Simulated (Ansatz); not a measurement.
# BiTe in Cmcm, a phase reached by a soft mode: a soft mode frozen in, part 2 of 2

Which phase does BiTe in Cmcm, a phase reached by a soft mode fall into along its unstable mode, and how much energy does it gain?

Ansatz 0.2.0; DFT PBEsol, scalar-relativistic, plane waves, PAW; PAW set soft_1.

So far. Step 4 (The mode frozen in, largest atomic shift 0.08 Å): The run ends at a pressure of 0.01 GPa, with forces up to 0.014 eV/Å. Step 5 (Energy along the mode, all amplitudes (two of the runs …): The lowest step is at 0.08 Å, 0.067 meV/atom below the parent, and the energy rises beyond it.

### Step 6. Relaxation from the frozen mode

Starting from the lowest point found, all atoms and the cell are let go, so that strain and other modes of the same symmetry can join in.

input.yaml

```yaml
crystal:
  lattice:
    - [3.1953153536, -3.2001637164, 0.0]
    - [3.1953153536, 3.2001637164, 0.0]
    - [0.0, 0.0, 6.3957118186]
  atoms:
    - { symbol: Bi, position: [0.2632053653, 0.7481178041, 0.25] }
    - { symbol: Bi, position: [0.7367946347, 0.2518821959, 0.75] }
    - { symbol: Te, position: [0.2227372411, 0.7522261065, 0.75] }
    - { symbol: Te, position: [0.7772627589, 0.2477738935, 0.25] }
kpoints:
  mp_grid: { grid: [10, 10, 8] }
hamiltonian:
  xc: pbesol
  pseudopotentials: { kind: paw, azcp: { folder: soft_1 }, xc_functional: pbe }
scf:
  occupations: { method: methfessel_paxton, width: 0.2 }
output:
  forces: true
  stress: true
  eigenvalues: true
relax:
  adjacent_minimum: "off"
  f_tol: 0.002
  max_steps: 120
  cell: { stress_tol: 0.03 }
```

Started as:

```bash
$ ansatz run input.yaml --threads 4 --pin off --max-ram 10240MiB --backend cpu --events-out ev --progress --plain --runs-dir out
```

Log:

```text
[...]
Crystal: 4 atoms, lattice volume = 130.799 Å³
Basis set: ecut = 420 eV, 2541 PW (Γ), exchange–correlation on 64×64×90 points (8 copies of the dense FFT grid, shifted against one another)
Bands: 38, of which v1, the nominal top of the filled ones, is band 31 counted from 1 (30 counted from 0)
Symmetry: 4 space group operations
[...]
k-points: 260 of 800
[...]
SCF iter   1: F=—  HF=-38292.474551 eV  |F-HF|=—  |Δ(HF+E_count)|=         —  Δρ=9.58e-3  dr2=1.12e-1  ethr=3.10e-3  ⟨swp⟩=10.3  Hψ=47606  notcnv=0
[...]
SCF iter   7: F=-38292.458355 eV  HF=-38292.458355 eV  |F-HF|=9.24e-9  |Δ(HF+E_count)|=   4.68e-7  S|Δr|=    0.00e0  Δρ=6.32e-6  dr2=6.87e-8  ethr=1.61e-10  ⟨swp⟩=8.7  Hψ=49829  notcnv=0
SCF 1 converged in 7 iterations: F = -38292.458355 eV  dr2 = 6.87e-8
[...]
relax step   1: F+E_penalty+E_count = -38292.45835546 eV  Δ(F+E_penalty+E_count) = +0.000e0 eV  max|allowed force component| = 1.413e-2 eV/Å  Δτ_max = 0.0000 Å  P = +0.010 GPa  Ω = 130.799 Å³  (7 SCF iters, dr2 threshold 1.00e-7 eV, accepted)
Crystal: 4 atoms, lattice volume = 130.831 Å³
[...]
iter 1 solved again at ethr=5.83e-8 eV; its pass at ethr=3.10e-3 eV (dr2=3.62e-5 eV) is discarded
[...]
SCF iter   4: F=-38292.458532 eV  HF=-38292.458532 eV  |F-HF|=4.54e-9  |Δ(HF+E_count)|=   7.16e-9  S|Δr|=    0.00e0  Δρ=2.93e-6  dr2=2.10e-8  ethr=5.24e-11  ⟨swp⟩=7.1  Hψ=44661  notcnv=0
SCF 2 converged in 4 iterations: F = -38292.458532 eV  dr2 = 2.10e-8
relax step   2: F+E_penalty+E_count = -38292.45853160 eV  Δ(F+E_penalty+E_count) = -1.761e-4 eV  max|allowed force component| = 3.042e-3 eV/Å  Δτ_max = 0.0060 Å  P = -0.013 GPa  Ω = 130.831 Å³  energy of the carried Pulay correction = -4.236e-6 eV  (4 SCF iters, dr2 threshold 3.25e-8 eV, accepted)
Crystal: 4 atoms, lattice volume = 130.786 Å³
[...]
SCF iter   4: F=-38292.458552 eV  HF=-38292.458552 eV  |F-HF|=3.71e-10  |Δ(HF+E_count)|=   4.14e-9  S|Δr|=    0.00e0  Δρ=8.65e-7  dr2=1.97e-9  ethr=6.75e-12  ⟨swp⟩=5.0  Hψ=44732  notcnv=0
SCF 3 converged in 4 iterations: F = -38292.458552 eV  dr2 = 1.97e-9
relax step   3: F+E_penalty+E_count = -38292.45855180 eV  Δ(F+E_penalty+E_count) = -2.021e-5 eV  max|allowed force component| = 2.586e-3 eV/Å  Δτ_max = 0.0012 Å  P = +0.004 GPa  Ω = 130.786 Å³  energy of the carried Pulay correction = +1.689e-6 eV  (4 SCF iters, dr2 threshold 4.19e-9 eV, accepted)
[...]
relax step   4: F+E_penalty+E_count = -38292.45856071 eV  Δ(F+E_penalty+E_count) = -8.905e-6 eV  max|allowed force component| = 1.587e-3 eV/Å  Δτ_max = 0.0030 Å  P = +0.003 GPa  Ω = 130.790 Å³  energy of the carried Pulay correction = +1.249e-6 eV  (6 SCF iters, dr2 threshold 4.18e-10 eV, accepted)
[...]
relax step   5: F+E_penalty+E_count = -38292.45856399 eV  Δ(F+E_penalty+E_count) = -3.282e-6 eV  max|allowed force component| = 5.049e-4 eV/Å  Δτ_max = 0.0024 Å  P = +0.002 GPa  Ω = 130.792 Å³  energy of the carried Pulay correction = +8.979e-7 eV  (7 SCF iters, accepted)
[...]
SCF iter   1: F=—  HF=-38292.458563 eV  |F-HF|=—  |Δ(HF+E_count)|=         —  Δρ=1.36e-6  dr2=9.46e-10  ethr=1.84e-7  ⟨swp⟩=3.5  Hψ=75248  notcnv=0
eigensolver tolerance schedule: the retry pair's looser diagonalisation over-reported the residual by 120383.86 of it (diagonalisation noise at an unbounded share of the residual, at the tolerance the schedule requests for it); recorded, not acted on — ethr = c·dr2/N_el stays at c = 1.0e-1
SCF iter   2: F=—  HF=-38292.458562 eV  |F-HF|=—  |Δ(HF+E_count)|=   5.49e-7  S|Δr|=    0.00e0  Δρ=8.12e-7  dr2=3.88e-10  ethr=1.53e-12  ⟨swp⟩=4.0  Hψ=31621  notcnv=0
[...]
SCF iter   5: F=-38292.458562 eV  HF=-38292.458562 eV  |F-HF|=7.28e-12  |Δ(HF+E_count)|=  3.64e-11  S|Δr|=    0.00e0  Δρ=1.04e-7  dr2=9.36e-12  ethr=1.00e-12  ⟨swp⟩=7.4  Hψ=47679  notcnv=0
SCF 6 converged in 5 iterations: F = -38292.458562 eV  dr2 = 9.36e-12
relax step   6: F+E_penalty+E_count = -38292.45856204 eV  Δ(F+E_penalty+E_count) = +1.956e-6 eV  max|allowed force component| = 5.032e-4 eV/Å  Δτ_max = 0.0000 Å  P = +0.002 GPa  Ω = 130.792 Å³  stress off target by 7.58e-3 GPa  SCF on the basis re-selected at this cell (its energy is not comparable with the rows above)  (5 SCF iters)
basis re-selected at this cell: Δ(F+E_penalty+E_count) = +1.956e-6 eV, ΔP = -0.000 GPa vs the last step (what re-selecting the basis moved, of the pressure what is left beyond the Pulay correction that the steps carried, after the strain that the cell walked since its last selection, with what the two solves' SCF thresholds leave and, on support functions, any second-order correction that the steps lacked; it is no m [...]
SCF converged after 5 iterations
[...]
Free energy (F): -38292.458562 eV
[...]
Internal energy: -38292.459464 eV  (E = F + TS)
E sigma→0 (E₀):  -38292.458788 eV
Entropy (-TS):   0.000902 eV (0.226 meV/atom)
Fermi energy:    10.212392 eV
[...]
--- Forces (eV/Å), atoms counted from 1 ---
  atom   1  Bi    -0.00036621    -0.00031938    -0.00000000
  atom   2  Bi     0.00036621     0.00031938     0.00000000
  atom   3  Te    -0.00050318    -0.00045740     0.00000000
  atom   4  Te     0.00050318     0.00045740    -0.00000000
  max |Σ_I F_I| component: 1.08e-19 eV/Å
--- Stress (GPa, compression-positive) ---
        0.002344       0.002600      -0.000000
        0.002600       0.006288       0.000000
       -0.000000       0.000000      -0.002481
  P = ⅓ Tr σ = 0.0021 GPa (0.021 kbar)
--- Band table (eV; the first three rows and the last of 260) ---
  k-point 0: bands = [... 27 lower, 7.5671, 7.5773, 7.6112, 12.1836, 12.4292, 12.4410, 12.5297, 13.8298, ... 3 higher]
  k-point 1: bands = [... 27 lower, 7.4896, 7.4984, 7.8554, 11.7760, 12.2158, 12.4706, 12.5709, 13.7396, ... 3 higher]
  k-point 2: bands = [... 27 lower, 7.2814, 7.2865, 8.4496, 10.5577, 12.3202, 12.5726, 12.7011, 13.4897, ... 3 higher]
  k-point 259: bands = [... 27 lower, 5.0154, 8.6201, 8.6201, 9.9565, 9.9565, 14.2455, 14.2455, 14.2558, ... 3 higher]
--- Relaxed structure (5 steps of the walk, 5 accepted, 1 SCFs on fresh bases) ---
  F+E_penalty+E_count = -38292.45856204 eV   max|allowed force component| = 5.032e-4 eV/Å   (the final SCF, on the basis selected at the relaxed cell)
  cell:  # Å, volume = 130.7923 Å³
    - [3.197947, -3.198034, 0]
    - [3.199756, 3.199840, 0]
    - [0, 0, 6.390760]
  atoms:
    - { symbol: Bi, position: [0.263315, 0.749802, 0.250000] }
    - { symbol: Bi, position: [0.736685, 0.250198, 0.75] }
    - { symbol: Te, position: [0.224168, 0.750421, 0.75] }
    - { symbol: Te, position: [0.775832, 0.249579, 0.250000] }
```

Elapsed: 1.8 min, on 4 threads of Arm Neoverse V1, shared host; peak memory 1.1 GiB; 7.2 min of CPU time.

Step by step:

| step | energy less that of the first step (eV) | largest force component (eV/Å) | pressure (GPa) | volume (Å³) |
| --- | --- | --- | --- | --- |
| 1 | 0.0000 | 0.0141 | 0.01 | 130.80 |
| 2 | -0.0002 | 0.0030 | -0.01 | 130.83 |
| 3 | -0.0002 | 0.0026 | 0.00 | 130.79 |
| 4 | -0.0002 | 0.0016 | 0.00 | 130.79 |
| 5 | -0.0002 | 0.0005 | 0.00 | 130.79 |
| 6* | -0.0002 | 0.0005 | 0.00 | 130.79 |

Relaxation steps marked * repeat the geometry before them on a plane-wave basis chosen anew for their cell, so energy and pressure can jump there.

The run keeps the 4 symmetry operations that the program found, so distortions that break them were not tested.

| cell as run | before | after | change |
| --- | --- | --- | --- |
| a (Å) | 4.522 | 4.523 | +0.0 % |
| b (Å) | 4.522 | 4.525 | +0.1 % |
| c (Å) | 6.396 | 6.391 | -0.1 % |
| γ (°) | 90.09 | 90.00 | -0.1 % |
| volume (Å³/atom) | 32.70 | 32.70 | -0.0 % |

The atoms that moved most (Å, as changes of fractional coordinates times the final cell):

| atom | dx | dy | dz | length |
| --- | --- | --- | --- | --- |
| Te4 | 0.001 | 0.010 | 0.000 | 0.010 |
| Te3 | -0.001 | -0.010 | 0.000 | 0.010 |
| Bi2 | -0.006 | -0.005 | 0.000 | 0.008 |
| Bi1 | 0.006 | 0.005 | 0.000 | 0.008 |

Final coordinates:

```cif
data_structure
_symmetry_space_group_name_H-M 'P 1'
_symmetry_Int_Tables_number 1
_cell_length_a 4.5226
_cell_length_b 4.5252
_cell_length_c 6.3908
_cell_angle_alpha 90.000
_cell_angle_beta 90.000
_cell_angle_gamma 90.002
_cell_volume 130.79
loop_
_atom_site_label
_atom_site_type_symbol
_atom_site_fract_x
_atom_site_fract_y
_atom_site_fract_z
_atom_site_occupancy
Bi1 Bi 0.26331 0.74980 0.25000 1
Bi2 Bi 0.73669 0.25020 0.75000 1
Te3 Te 0.22417 0.75042 0.75000 1
Te4 Te 0.77583 0.24958 0.25000 1
```

Numbers from this step:

```yaml
pressure: 0.002050 GPa
```

The distorted start has space group P2_1/m; the relaxation ends in Pmmn.

### Step 7. The new phase in its own primitive cell

The relaxed structure is symmetrised, reduced to its primitive cell and relaxed tightly, as its phonons need.

input.yaml, the sections that differ from step 6:

```yaml
crystal:
  lattice:
    - [4.5251971148, 0.0, 0.0]
    - [0.0, 6.3907601737, 0.0]
    - [0.0, 0.0, 4.5226413444]
  atoms:
    - { symbol: Bi, position: [0.5, 0.0, 0.2633147252] }
    - { symbol: Bi, position: [0.0, 0.5, 0.7366852748] }
    - { symbol: Te, position: [0.5, 0.5, 0.2241676413] }
    - { symbol: Te, position: [0.0, 0.0, 0.7758323587] }
kpoints:
  mp_grid: { grid: [10, 8, 10] }
relax:
  adjacent_minimum: "off"
  f_tol: 0.001
  max_steps: 60
  cell: { stress_tol: 0.01 }
# hamiltonian, scf, output: as in step 6
```

Log:

```text
[...]
Crystal: 4 atoms, lattice volume = 130.792 Å³
Basis set: ecut = 420 eV, 2541 PW (Γ), exchange–correlation on 64×90×64 points (8 copies of the dense FFT grid, shifted against one another)
Bands: 38, of which v1, the nominal top of the filled ones, is band 31 counted from 1 (30 counted from 0)
Symmetry: 8 space group operations
[...]
k-points: 180 of 800
[...]
--- Relaxed structure (1 steps of the walk, 1 accepted, 1 SCFs on fresh bases) ---
[...]
cell:  # Å, volume = 130.7923 Å³
    - [4.5251971148, 0.0, 0.0]
    - [0.0, 6.3907601737, 0.0]
    - [0.0, 0.0, 4.5226413444]
  atoms:
    - { symbol: Bi, position: [0.500000, 0.0, 0.2633147252] }
    - { symbol: Bi, position: [0.0, 0.5, 0.7366852748] }
    - { symbol: Te, position: [0.500000, 0.5, 0.224168] }
    - { symbol: Te, position: [0.0, 0.0, 0.775832] }
[key lines of the parts left out:]
SCF converged after 7 iterations
Free energy (F): -38292.458563 eV
Fermi energy:    10.212388 eV
P = ⅓ Tr σ = 0.0020 GPa (0.020 kbar)
```

Wall time 31 s (4 threads); peak memory 0.88 GiB.

Little changed from the start: no atom moved by 0.005 Å and no cell edge by 0.1 %.

This step gave:

| Quantity | Value |
| --- | --- |
| pressure | 0.002048 GPa |

The largest force component left is 0.049 meV/Å and the pressure is 0.002 GPa, within the tolerances set. The cell now holds 32.70 Å³/atom.

### Step 8. Modes of the new phase

A relaxed structure may still be a saddle point, so its zone-centre modes are computed. No field response is asked, since the mesh shows no gap.

Changes to input.yaml since step 7:

```diff
@@ -18,9 +18,4 @@
 output:
-  forces: true
-  stress: true
   eigenvalues: true
-relax:
-  adjacent_minimum: "off"
-  f_tol: 0.001
-  max_steps: 60
-  cell: { stress_tol: 0.01 }
+phonons:
+  method: dfpt
```

Log:

```text
[...]
Crystal: 4 atoms, lattice volume = 130.792 Å³
Basis set: ecut = 420 eV, 2541 PW (Γ), exchange–correlation on 64×96×64 points (8 copies of the dense FFT grid, shifted against one another)
Bands: 38, of which v1, the nominal top of the filled ones, is band 31 counted from 1 (30 counted from 0)
Symmetry: 8 space group operations
k-points: 180 of 800 (irreducible under 4 space group operations, time reversal used)
[...]
SCF iter   1: F=—  HF=-38292.474647 eV  |F-HF|=—  |Δ(HF+E_count)|=         —  Δρ=9.56e-3  dr2=1.12e-1  ethr=3.10e-3  ⟨swp⟩=10.2  Hψ=32829  notcnv=0
[...]
SCF iter  10: F=-38292.458563 eV  HF=-38292.458563 eV  |F-HF|=1.46e-11  |Δ(HF+E_count)|=    0.00e0  S|Δr|=    0.00e0  Δρ=7.42e-8  dr2=7.96e-12  ethr=1.00e-12  ⟨swp⟩=9.4  Hψ=41765  notcnv=0
SCF 1 converged in 10 iterations: F = -38292.458563 eV  dr2 = 7.96e-12
[...]
SCF converged after 10 iterations
[...]
Free energy (F): -38292.458563 eV
[...]
Internal energy: -38292.459466 eV  (E = F + TS)
E sigma→0 (E₀):  -38292.458789 eV
Entropy (-TS):   0.000903 eV (0.226 meV/atom)
Fermi energy:    10.212388 eV
[...]
--- Band table (eV; the first three rows and the last of 180) ---
  k-point 0: bands = [... 27 lower, 7.5671, 7.5773, 7.6112, 12.1836, 12.4292, 12.4410, 12.5296, 13.8298, ... 3 higher]
  k-point 1: bands = [... 27 lower, 7.5089, 7.6569, 7.7007, 11.9420, 12.0398, 12.4588, 12.5501, 13.5678, ... 3 higher]
  k-point 2: bands = [... 27 lower, 7.2170, 7.8857, 8.0483, 11.0606, 11.1830, 12.5498, 12.6448, 12.7606, ... 3 higher]
  k-point 179: bands = [... 27 lower, 5.0154, 8.6201, 8.6201, 9.9565, 9.9565, 14.2455, 14.2455, 14.2558, ... 3 higher]
[...]
ASR residual: 2.130e-4 → 0.000e0 eV/Å²; symmetrization residual: 1.667e-4 eV/Å²
  ASR residual per site (eV/Å²): 1.67e-4 1.67e-4 2.13e-4 2.13e-4
[...]
```

Elapsed: 2.6 min, on 4 threads; peak memory 2.6 GiB.

Numbers from this step:

- sum-rule residual before enforcement: 2.13e-4 eV/Å²
- highest optical mode at the zone centre (no LO-TO term): 103.4 cm⁻¹
- lowest optical zone-centre mode: 17.22 cm⁻¹

Patterns of degenerate modes are one choice out of their space. Modes at Γ, with each element's share of the kinetic energy:

| mode | frequency (cm⁻¹) | symmetry | Bi % | Te % |
| --- | --- | --- | --- | --- |
| 1 | 0.0 | acoustic | 62 | 38 |
| 2 | 0.0 | acoustic | 62 | 38 |
| 3 | 0.0 | acoustic | 62 | 38 |
| 4 | 17.2 | B2g | 39 | 61 |
| 5 | 23.6 | Ag | 45 | 55 |
| 6 | 30.8 | B3g | 28 | 72 |
| 7 | 68.4 | B3g | 72 | 28 |
| 8 | 74.3 | B2g | 61 | 39 |
| 9 | 76.9 | Ag | 55 | 45 |
| 10 | 101.9 | B3u | 38 | 62 |
| 11 | 102.1 | B1u | 38 | 62 |
| 12 | 103.4 | B2u | 38 | 62 |

Displacements in mode 4 (17.2 cm⁻¹), the largest set to 1:
```
Bi1  0.62  0.00  0.00
Bi2 -0.62  0.00  0.00
Te3 -1.00  0.00  0.00
Te4  1.00  0.00  0.00
```

Displacements in mode 12 (103.4 cm⁻¹), the largest set to 1:
```
Bi1  0.00 -0.61  0.00
Bi2  0.00 -0.61  0.00
Te3  0.00  1.00  0.00
Te4  0.00  1.00  0.00
```

Before it was imposed, the acoustic sum rule was missed by 2.1e-4 eV/Å². Small misses are needed for a sound result but don't prove that mesh and cutoff are converged. The lowest optical mode is real, 17.2 cm⁻¹.

### Step 9. The phases reached

The phases reached along the modes that were followed are set side by side.

Energies are those of the first relaxation, on the mesh of the frozen mode; space group, volume and gap are those of the last relaxation. Phases, by row:

| mode frozen in | space group | energy from parent (meV/atom) | volume (Å³/atom) | gap on mesh (eV) | lowest zone-centre optical mode (cm⁻¹) | largest shift (Å) |
| --- | --- | --- | --- | --- | --- | --- |
| parent | Cmcm | 0 | 32.7 | 0 | – | – |
| q = (0, 0, 0), 15i cm⁻¹ | Pmmn | -0.11 | 32.7 | 0 | 17.2 | 0.082 |

### Step 10. What came out

```json
{
 "unstable mode of the parent": "q = (0, 0, 0), 15i cm⁻¹",
 "depth at the lowest point sampled": "0.067 meV/atom",
 "largest atomic shift at that point": "0.08 Å",
 "space group reached": "Pmmn",
 "energy gained over the parent (first relaxation, on the mesh of the frozen mode)": "0.111 meV/atom",
 "volume per atom, phase reached": "32.7 Å³",
 "lowest optical zone-centre mode, phase reached": "17.2 cm⁻¹",
 "highest optical mode at the zone centre (no LO-TO term), phase reached": "103 cm⁻¹"
}
```

Along this mode the structure falls into Pmmn, 0.111 meV/atom below the parent. At the parent's cell the well is 0.067 meV/atom deep on the steps tried, with its lowest point at a shift of 0.08 Å. Relaxing atoms and cell changes the gain by +0.04 meV/atom against the lowest step (energies at zero smearing). The new phase has no imaginary mode at the zone centre of its cell; other wavevectors were not checked. So shallow a well is near the error of the k mesh. Each path keeps the symmetry of its pattern, so a lower phase may lie along a pattern not tried. With no gap, or one that is small against the smearing, the frequencies hang on the k mesh and the smearing, most of all near Kohn anomalies. A semilocal functional can close a gap that the real compound would have, so the metallic treatment may be an artefact of the level. Spin-orbit coupling is left out, which can matter for the heavy elements here. The PAW files were made for PBE and serve the other functionals too.

[Long decimals in the printed logs are rounded to 6 places.]

[Logs are printed without paths, hosts, clocks, repeated set-up lines and the standing remarks that a program may print on its own settings, such as how far it seeks lower states.]

[Hosts, paths, dates, database ids (printed as entryN), source tags and the programs' standing remarks are cut or masked in the printed files.]

[Where the starting crystal was built by hand or by swapping elements, it need not be the compound's stable phase.]
